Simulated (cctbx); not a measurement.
# Reading a Patterson map

Space group P-6m2 (no. 187), a = 6.2340 Å, b = 6.2340 Å, c = 9.9510 Å, α = 90.00°, β = 90.00°, γ = 120.00°, content Ge1 Co1 Mg14.

The data are simulated with cctbx, not measured: Mo Kα, λ = 0.71073 Å, to d = 0.77 Å, 95 % of the full sphere, strongest reflection 40000 counts, noise from counting, a 4 % proportional error and a noise floor of 4 counts (s.d.); no absorption.

Patterson synthesis, origin scaled to 1000:

```text
Patterson group P 6/m m m
      u       v       w   height  length (A)
  0.000   0.000   0.000   1000.0     0.00
  0.000   0.000   0.500    943.9     4.98
  0.000   0.500   0.000    716.7     3.12
  0.000   0.500   0.500    706.1     5.87
  0.164   0.328   0.251    348.0     3.06
  0.333   0.667   0.250    334.1     4.38
  0.000   0.169   0.500     -5.9     5.09
  0.000   0.172   0.000     -6.0     1.07
  0.104   0.209   0.000     -6.6     1.13
  0.333   0.667   0.445     -7.7     5.70
  0.000   0.000   0.195     -7.8     1.94
  0.000   0.321   0.500     -8.3     5.36
  0.000   0.153   0.056     -8.4     1.10
  0.333   0.667   0.058     -8.4     3.65
```

Q: Assign the vectors.

A peak at u stands for all pairs with xi − xj = u, with weight Σ ZiZj against Σ Z² = 3769 at the origin. Peak heights follow these weights only roughly, since form factors, motion and series ripples differ, all vectors within 0.55 Å of a peak are counted as merged into it though the farther ones add only part of their weight, and F(000) is left out, which lowers the whole map:

| u | v | w | shortest length (Å) | height | 1000 ΣZiZj/ΣZ² | pairs in the cell |
| --- | --- | --- | --- | --- | --- | --- |
| 0.000 | 0.000 | 0.500 | 4.98 | 944 | 993 | 14 × Mg–Mg, 2 × Ge–Co |
| 0.000 | 0.500 | 0.000 | 3.12 | 717 | 834 | 12 × Mg–Mg, 2 × Ge–Mg, 2 × Co–Mg |
| 0.000 | 0.500 | 0.500 | 5.87 | 706 | 834 | 12 × Mg–Mg, 2 × Ge–Mg, 2 × Co–Mg |
| 0.164 | 0.328 | 0.251 | 3.06 | 348 | 417 | 6 × Mg–Mg, 1 × Ge–Mg, 1 × Co–Mg |
| 0.333 | 0.667 | 0.250 | 4.37 | 334 | 417 | 6 × Mg–Mg, 1 × Ge–Mg, 1 × Co–Mg |

The table stops at ten peaks or at a height of 45, below which ripples compete. In the model behind the data Ge, the heaviest element, has 1 independent site: (0, 0, 1/2), up to an allowed shift of origin. No listed peak is a Ge–Ge vector, so the position follows from the cell content and the cross vectors. The whole model:

| atom | mult. | x | y | z | Ueq (Å²) |
| --- | --- | --- | --- | --- | --- |
| Ge1 | 1 | 0 | 0 | 1/2 | 0.0149 |
| Co1 | 1 | 0 | 0 | 0 | 0.0209 |
| Mg1 | 2 | 2/3 | 1/3 | 0.7426 | 0.0332 |
| Mg2 | 6 | 0.6800 | 0.8400 | 0.7570 | 0.0153 |
| Mg3 | 3 | 0.4936 | 0.5064 | 1/2 | 0.0169 |
| Mg4 | 3 | 0.4985 | 0.5015 | 0 | 0.0287 |

The model is made up (kin elements in a known structure type, no relaxation), so it says nothing on whether the phase exists.

[Logs are printed without paths, hosts, clocks, repeated set-up lines and the standing remarks that a program may print on its own settings, such as how far it seeks lower states.]
